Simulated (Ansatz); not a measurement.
## K3Al: relaxing a made-up structure

Starting from a made-up structure for K3Al, the aim is the relaxed cell, its shortest contacts and, where a second run follows, its electronic structure.

Method: DFT, PBE, plane-wave PAW, files of the set soft_1, scalar-relativistic, no spin, cell and ions relaxed at zero pressure; PAW set soft_1, in Ansatz 0.2.0.

## Step 1: The structure

Symmetry: Pm-3m, No. 221, cubic system. The conventional cell has a = 5.852 Å, b = 5.852 Å, c = 5.852 Å, α = 90.00°, β = 90.00°, γ = 90.00°. Nearest to K lie 8 K at 4.14 Å and 4 Al at 4.14 Å. Al has 12 K at 4.14 Å nearest. Farther neighbours are not listed.

## Step 2: Relaxation of the guess

The guessed cell has no reason to be at equilibrium. It is relaxed with the atoms, within the space group of the guess.

The input, input.yaml:

```yaml
crystal:
  lattice:
    - [5.852, 0.0, 0.0]
    - [0.0, 5.852, 0.0]
    - [0.0, 0.0, 5.852]
  atoms:
    - { symbol: K, position: [0.5, 0.5, 0.0] }
    - { symbol: K, position: [0.0, 0.5, 0.5] }
    - { symbol: K, position: [0.5, 0.0, 0.5] }
    - { symbol: Al, position: [0.0, 0.0, 0.0] }
kpoints:
  mp_grid: { grid: [5, 5, 5] }
scf:
  occupations: { method: fermi_dirac, width: 0.05 }
hamiltonian:
  xc: pbe
  pseudopotentials: { kind: paw, azcp: { folder: soft_1 } }
relax:
  f_tol: 0.015
  max_steps: 70
  cell: {}
output:
  forces: true
  stress: true
```

Run with:

```
> ansatz run input.yaml --threads 4 --pin off --max-ram 10240MiB --backend cpu --events-out ev --progress --plain --runs-dir out
```

Numbers of over 12 decimals in the logs are rounded to 6 here.

The log of the run:

```text
Engine: ansatz 0.2.0, x86_64-unknown-linux-gnu
Pseudopotentials: kind: paw
Pseudopotential: K, paw, valence charge 9, recommended cutoff 420 eV (normal), soft_1/K.paw.azcp
Pseudopotential: Al, paw, valence charge 3, recommended cutoff 420 eV (normal), soft_1/Al.paw.azcp
Functional definition: PBE
  parameter kappa = 0.804
  parameter beta = 0.066725
  exchange = pbe_x(kappa = kappa, mu = beta*pi^2/3)
  correlation = pbe_c(beta = beta)
Crystal: 4 atoms, lattice volume = 200.407 Å³
Basis set: ecut = 420 eV, 3887 PW (Γ), exchange–correlation on 80×80×80 points (8 copies of the dense FFT grid, shifted against one another)
Bands: 19, of which v1, the nominal top of the filled ones, is band 15 counted from 1 (14 counted from 0)
Symmetry: 48 space group operations
Space group: Pm-3m (ITA 221), of the structure as read, at distance tolerance 5.9e-5 Å
k-points: 10 of 125
Non-local potential: K, projectors of the file, l = 0: 3, l = 1: 2, l = 2: 2
Non-local potential: Al, projectors of the file, l = 0: 2, l = 1: 2, l = 2: 1
PAW form: soft (Blöchl's): semilocal exchange-correlation on the pseudo side does not see the compensation charge
PAW one-centre angular grid: K, 110 points (default); XC on 64 Gauss nodes
PAW one-centre angular grid: Al, 110 points (default); XC on 64 Gauss nodes
Initial density: superposition of atomic densities (chi_scale 0.1, normalization cell, long waves kept (reshape's long-wave potential 0.00 eV rms))
Initial wavefunctions: pseudopotential atomic-orbital guess
Functional: x = pbe(κ = 0.804, μ = 0.219515), c = pbe(β = 0.066725)
SCF iter   1: F=—  HF=-5149.656230 eV  |F-HF|=—  |Δ(HF+E_count)|=         —  Δρ=5.40e-3  dr2=2.38e-1  ethr=3.10e-3  ⟨swp⟩=6.4  Hψ=1078  notcnv=0
preconditioner: auto → Resta (q_TF=auto, 1.988 Å⁻¹)  ε∞=4.9  [insulator: Δε(μ)=0.195 eV  Ē_g=3.253 eV  σ=0.050 eV  W_gap=0.71  n_scr=26 (ndim 8)  ℏωp=6.4 eV  f_vac=0.000  D(μ)=2.09/eV (n_scr^D=6)  ε∞_Penn≈4.9]
SCF iter   2: F=—  HF=-5149.628085 eV  |F-HF|=—  |Δ(HF+E_count)|=   2.81e-2  Δρ=3.51e-3  dr2=8.41e-2  ethr=7.93e-4  ⟨swp⟩=1.2  Hψ=275  notcnv=0
SCF iter   3: F=—  HF=-5149.615915 eV  |F-HF|=—  |Δ(HF+E_count)|=   1.22e-2  Δρ=5.81e-4  dr2=1.64e-3  ethr=2.80e-4  ⟨swp⟩=2.4  Hψ=250  notcnv=0
SCF iter   4: F=—  HF=-5149.615975 eV  |F-HF|=—  |Δ(HF+E_count)|=   5.95e-5  Δρ=1.27e-4  dr2=6.23e-5  ethr=5.47e-6  ⟨swp⟩=2.0  Hψ=220  notcnv=0
SCF iter   5: F=—  HF=-5149.615911 eV  |F-HF|=—  |Δ(HF+E_count)|=   6.33e-5  Δρ=2.18e-5  dr2=1.80e-6  ethr=2.08e-7  ⟨swp⟩=2.0  Hψ=219  notcnv=0
SCF iter   6: F=—  HF=-5149.615913 eV  |F-HF|=—  |Δ(HF+E_count)|=   1.29e-6  Δρ=6.71e-6  dr2=1.20e-7  ethr=3.33e-10  ⟨swp⟩=4.7  Hψ=664  notcnv=0
SCF iter   7: F=-5149.615913 eV  HF=-5149.615913 eV  |F-HF|=3.26e-9  |Δ(HF+E_count)|=   6.55e-8  Δρ=1.34e-6  dr2=5.93e-9  ethr=3.33e-10  ⟨swp⟩=4.0  Hψ=549  notcnv=0
SCF 1 converged in 7 iterations: F = -5149.615913 eV  dr2 = 5.93e-9
  greatest PAW one-centre occupation: 0.988 electrons in one spin orbital (limit 2), on the K atom at site 2 (counted from 0), in its partial waves of l = 0
relax step   1: F+E_penalty+E_count = -5149.61591274 eV  Δ(F+E_penalty+E_count) = +0.000e0 eV  max|allowed force component| = 1.651e-29 eV/Å  Δτ_max = 0.0000 Å  P = -0.281 GPa  Ω = 200.407 Å³  (7 SCF iters, dr2 threshold 1.00e-7 eV, accepted)
Crystal: 4 atoms, lattice volume = 198.639 Å³
Initial density: handed on by an earlier stage of this run
Initial wavefunctions: those handed on with the density
iter 1 solved again at ethr=2.88e-7 eV; its pass at ethr=3.10e-3 eV (dr2=8.63e-5 eV) is discarded
SCF iter   1: F=—  HF=-5149.618868 eV  |F-HF|=—  |Δ(HF+E_count)|=         —  Δρ=8.21e-5  dr2=8.42e-5  ethr=2.88e-7  ⟨swp⟩=2.0  Hψ=1120  notcnv=0
preconditioner: auto → Resta (q_TF=auto, 1.991 Å⁻¹)  ε∞=5.1  [insulator: Δε(μ)=0.205 eV  Ē_g=3.186 eV  σ=0.050 eV  W_gap=0.72  n_scr=26 (ndim 8)  ℏωp=6.5 eV  f_vac=0.000  D(μ)=1.90/eV (n_scr^D=6)  ε∞_Penn≈5.1]
SCF iter   2: F=—  HF=-5149.618772 eV  |F-HF|=—  |Δ(HF+E_count)|=   9.58e-5  Δρ=4.40e-5  dr2=2.09e-5  ethr=2.81e-7  ⟨swp⟩=1.5  Hψ=196  notcnv=0
SCF iter   3: F=—  HF=-5149.618769 eV  |F-HF|=—  |Δ(HF+E_count)|=   3.83e-6  Δρ=1.26e-5  dr2=8.92e-7  ethr=6.97e-8  ⟨swp⟩=1.9  Hψ=207  notcnv=0
SCF iter   4: F=-5149.618768 eV  HF=-5149.618768 eV  |F-HF|=1.76e-9  |Δ(HF+E_count)|=   5.35e-8  Δρ=2.00e-6  dr2=1.50e-8  ethr=6.58e-10  ⟨swp⟩=4.0  Hψ=651  notcnv=0
SCF 2 converged in 4 iterations: F = -5149.618768 eV  dr2 = 1.50e-8
  greatest PAW one-centre occupation: 0.988 electrons in one spin orbital (limit 2), on the K atom at site 1 (counted from 0), in its partial waves of l = 0
relax step   2: F+E_penalty+E_count = -5149.61876845 eV  Δ(F+E_penalty+E_count) = -2.856e-3 eV  max|allowed force component| = 1.012e-29 eV/Å  Δτ_max = 0.0000 Å  P = -0.230 GPa  Ω = 198.639 Å³  energy of the carried Pulay correction = +3.549e-5 eV  (4 SCF iters, dr2 threshold 1.97e-7 eV, accepted)
Crystal: 4 atoms, lattice volume = 191.113 Å³
Basis set: ecut = 420 eV, 3743 PW (Γ), exchange–correlation on 80×80×80 points (8 copies of the dense FFT grid, shifted against one another)
iter 1 solved again at ethr=6.00e-6 eV; its pass at ethr=3.10e-3 eV (dr2=1.80e-3 eV) is discarded
SCF iter   1: F=—  HF=-5149.624497 eV  |F-HF|=—  |Δ(HF+E_count)|=         —  Δρ=3.78e-4  dr2=1.70e-3  ethr=6.00e-6  ⟨swp⟩=2.0  Hψ=1145  notcnv=0
preconditioner: auto → Resta (q_TF=auto, 2.004 Å⁻¹)  ε∞=5.1  [insulator: Δε(μ)=0.207 eV  Ē_g=3.232 eV  σ=0.050 eV  W_gap=0.73  n_scr=26 (ndim 8)  ℏωp=6.6 eV  f_vac=0.000  D(μ)=1.88/eV (n_scr^D=6)  ε∞_Penn≈5.1]
SCF iter   2: F=—  HF=-5149.624196 eV  |F-HF|=—  |Δ(HF+E_count)|=   3.01e-4  Δρ=2.01e-4  dr2=4.22e-4  ethr=5.67e-6  ⟨swp⟩=1.5  Hψ=196  notcnv=0
SCF iter   3: F=—  HF=-5149.624120 eV  |F-HF|=—  |Δ(HF+E_count)|=   7.67e-5  Δρ=5.94e-5  dr2=1.67e-5  ethr=1.41e-6  ⟨swp⟩=1.9  Hψ=207  notcnv=0
SCF iter   4: F=—  HF=-5149.624076 eV  |F-HF|=—  |Δ(HF+E_count)|=   4.35e-5  Δρ=7.73e-6  dr2=1.85e-7  ethr=5.56e-8  ⟨swp⟩=2.4  Hψ=259  notcnv=0
SCF iter   5: F=-5149.624076 eV  HF=-5149.624076 eV  |F-HF|=5.42e-9  |Δ(HF+E_count)|=   1.19e-7  Δρ=1.80e-6  dr2=1.08e-8  ethr=4.39e-10  ⟨swp⟩=4.0  Hψ=610  notcnv=0
SCF 3 converged in 5 iterations: F = -5149.624076 eV  dr2 = 1.08e-8
relax step   3: F+E_penalty+E_count = -5149.62407622 eV  Δ(F+E_penalty+E_count) = -5.308e-3 eV  max|allowed force component| = 2.495e-29 eV/Å  Δτ_max = 0.0000 Å  P = +0.019 GPa  Ω = 191.113 Å³  energy of the carried Pulay correction = +1.901e-4 eV  (5 SCF iters, dr2 threshold 1.32e-7 eV, accepted)
Initial wavefunctions: pseudopotential atomic-orbital guess (no wavefunctions were taken with the density)
iter 1 solved again at ethr=1.58e-7 eV; its pass at ethr=3.10e-3 eV (dr2=4.73e-5 eV) is discarded
SCF iter   1: F=—  HF=-5149.623957 eV  |F-HF|=—  |Δ(HF+E_count)|=         —  Δρ=1.65e-5  dr2=8.37e-8  ethr=1.58e-7  ⟨swp⟩=3.1  Hψ=1549  notcnv=0
preconditioner: auto → Resta (q_TF=auto, 2.004 Å⁻¹)  ε∞=5.2  [insulator: Δε(μ)=0.208 eV  Ē_g=3.223 eV  σ=0.050 eV  W_gap=0.73  n_scr=26 (ndim 8)  ℏωp=6.6 eV  f_vac=0.000  D(μ)=1.86/eV (n_scr^D=6)  ε∞_Penn≈5.2]
SCF iter   2: F=—  HF=-5149.623913 eV  |F-HF|=—  |Δ(HF+E_count)|=   4.41e-5  Δρ=8.74e-6  dr2=2.15e-8  ethr=2.79e-10  ⟨swp⟩=2.6  Hψ=349  notcnv=0
SCF iter   3: F=—  HF=-5149.623913 eV  |F-HF|=—  |Δ(HF+E_count)|=   1.26e-7  Δρ=1.10e-6  dr2=1.20e-9  ethr=7.17e-11  ⟨swp⟩=3.0  Hψ=355  notcnv=0
SCF iter   4: F=—  HF=-5149.623913 eV  |F-HF|=—  |Δ(HF+E_count)|=   2.70e-9  Δρ=2.51e-7  dr2=2.11e-10  ethr=3.99e-12  ⟨swp⟩=2.0  Hψ=219  notcnv=0
SCF iter   5: F=-5149.623913 eV  HF=-5149.623913 eV  |F-HF|=3.64e-12  |Δ(HF+E_count)|=  1.13e-10  Δρ=2.46e-8  dr2=1.84e-12  ethr=1.00e-12  ⟨swp⟩=4.0  Hψ=651  notcnv=0
SCF 4 converged in 5 iterations: F = -5149.623913 eV  dr2 = 1.84e-12
  greatest PAW one-centre occupation: 0.988 electrons in one spin orbital (limit 2), on the K atom at site 0 (counted from 0), in its partial waves of l = 0
relax step   4: F+E_penalty+E_count = -5149.62391282 eV  Δ(F+E_penalty+E_count) = +1.634e-4 eV  max|allowed force component| = 2.107e-29 eV/Å  Δτ_max = 0.0000 Å  P = +0.018 GPa  Ω = 191.113 Å³  stress off target by 1.76e-2 GPa  SCF on the basis re-selected at this cell (its energy is not comparable with the rows above)  (5 SCF iters)
basis re-selected at this cell: Δ(F+E_penalty+E_count) = +1.634e-4 eV, ΔP = -0.001 GPa vs the last step (what re-selecting the basis moved, of the pressure what is left beyond the Pulay correction that the steps carried, after the strain that the cell walked since its last selection, with what the two solves' SCF thresholds leave and, on support functions, any second-order correction that the steps lacked; it is no m [...]
SCF converged after 5 iterations
Free energy (F): -5149.623913 eV
Harris-Foulkes:  -5149.623913 eV  (|F-HF|=3.64e-12)
Internal energy: -5149.605776 eV  (E = F + TS)
E sigma→0 (E₀):  -5149.614845 eV
Entropy (-TS):   -0.018136 eV (-4.534 meV/atom)
Fermi energy:    2.924141 eV
--- Per-component energies (eV) ---
  E_band       = -388.226368
  E_kinetic    = 777.941844
  E_local      = -2109.663161  (includes V_loc(G=0)·N_el)
  E_nonlocal   = 49.869031
  E_hartree    = 751.364873
  E_xc         = -437.874536
  E_vxc        = -517.279631  (∫ρ·V_xc dr)
  E_paw        = -2815.710899  (= ΣΔE_a)
  E_vpaw       = -91.824207  (= ΣTr[D̂ρ^β])
  E_aug_tail   = -0.000016  (compensation charges beyond the density's cutoff)
  E_ewald      = -1365.532912
  E_smearing   = -0.018136  (= −TS)
  E_closure    = 0.000000  (closes the sum)
  Σ components = -5149.623913   (vs F -5149.623913, Δ=0.00e0)
--- Forces (eV/Å), atoms counted from 1 ---
  atom   1  K     -0.00000000    -0.00000000    -0.00000000
  atom   2  K     -0.00000000    -0.00000000    -0.00000000
  atom   3  K     -0.00000000    -0.00000000    -0.00000000
  atom   4  Al    -0.00000000    -0.00000000     0.00000000
  max |Σ_I F_I| component: 8.59e-29 eV/Å
--- Stress (GPa, compression-positive) ---
        0.017648      -0.000000      -0.000000
       -0.000000       0.017648       0.000000
       -0.000000       0.000000       0.017648
  P = ⅓ Tr σ = 0.0176 GPa (0.176 kbar)
--- Relaxed structure (3 steps of the walk, 3 accepted, 1 SCFs on fresh bases) ---
  F+E_penalty+E_count = -5149.62391282 eV   max|allowed force component| = 2.107e-29 eV/Å   (the final SCF, on the basis selected at the relaxed cell)
  cell:  # Å, volume = 191.1133 Å³
    - [5.760104, 0, 0]
    - [0, 5.760104, 0.0]
    - [0, 0.0, 5.760104]
  atoms:
    - { symbol: K, position: [0.500000, 0.500000, 0] }
    - { symbol: K, position: [0, 0.500000, 0.500000] }
    - { symbol: K, position: [0.500000, 0, 0.500000] }
    - { symbol: Al, position: [0, 0, 0] }
```

Elapsed: 0.93 s, on 4 threads of AMD EPYC 9B45 (Zen 5), shared host; peak memory 0.47 GiB.

The steps of the relaxation:

| step | energy less that of the first step (eV) | largest force component (eV/Å) | pressure (GPa) | volume (Å³) |
| --- | --- | --- | --- | --- |
| 1 | 0.0000 | 0.0000 | -0.28 | 200.41 |
| 2 | -0.0029 | 0.0000 | -0.23 | 198.64 |
| 3 | -0.0082 | 0.0000 | 0.02 | 191.11 |
| 4* | -0.0080 | 0.0000 | 0.02 | 191.11 |

Relaxation steps marked * repeat the geometry before them on a plane-wave basis chosen anew for their cell, so energy and pressure can jump there.

Forces are held to the 48 operations that the run works with; a distortion that breaks them can't arise in this run.

| conventional cell, symmetrised | before | after | change |
| --- | --- | --- | --- |
| a (Å) | 5.852 | 5.760 | -1.6 % |
| b (Å) | 5.852 | 5.760 | -1.6 % |
| c (Å) | 5.852 | 5.760 | -1.6 % |
| volume (Å³/atom) | 50.10 | 47.78 | -4.6 % |

The relaxed structure:

```xyz
4
Lattice="5.7601 0.0000 0.0000 0.0000 5.7601 0.0000 0.0000 0.0000 5.7601" Properties=species:S:1:pos:R:3 pbc="T T T"
K     2.8801    2.8801    0.0000
K     0.0000    2.8801    2.8801
K     2.8801    0.0000    2.8801
Al    0.0000    0.0000    0.0000
```

Numbers from this step:

| Property | Result |
| --- | --- |
| free energy | -5149.6239 eV |
| energy at zero smearing | -5149.6148 eV |
| smearing term TS | 0.01814 eV |
| Fermi energy | 2.924 eV |
| electrons | 30 |
| symmetry operations | 48 |
| pressure | 0.01765 GPa |

The shortest distance of each pair, which need not be the same contact before and after:

| pair | guess (Å) | relaxed (Å) |
| --- | --- | --- |
| K–K | 4.138 | 4.073 |
| Al–K | 4.138 | 4.073 |

The relaxation ends with a pressure of 0.02 GPa.

## Step 3: Outcome

| Item | Value |
| --- | --- |
| space group, relaxed | Pm-3m |
| conventional cell | a = 5.760, b = 5.760, c = 5.760 Å; α = 90.0°, β = 90.0°, γ = 90.0° |
| volume per atom | 47.78 Å³ (guess 50.10) |

What this shows: K3Al relaxes to Pm-3m with a = 5.760, b = 5.760 and c = 5.760 Å. The guessed volume was 5 % too large. The space group Pm-3m was held in the relaxation, so the end point is a stationary structure within it and may be a saddle against distortions or other arrangements. Mesh and cutoff weren't tested. No dispersion term is used, so weakly bound directions may come out too long. Nothing here tests whether the compound is stable against decomposition.

[Logs are printed without paths, hosts, clocks, repeated set-up lines and the standing remarks that a program may print on its own settings, such as how far it seeks lower states.]

[Hosts, paths, dates, database ids (printed as entryN), source tags and the programs' standing remarks are cut or masked in the printed files.]
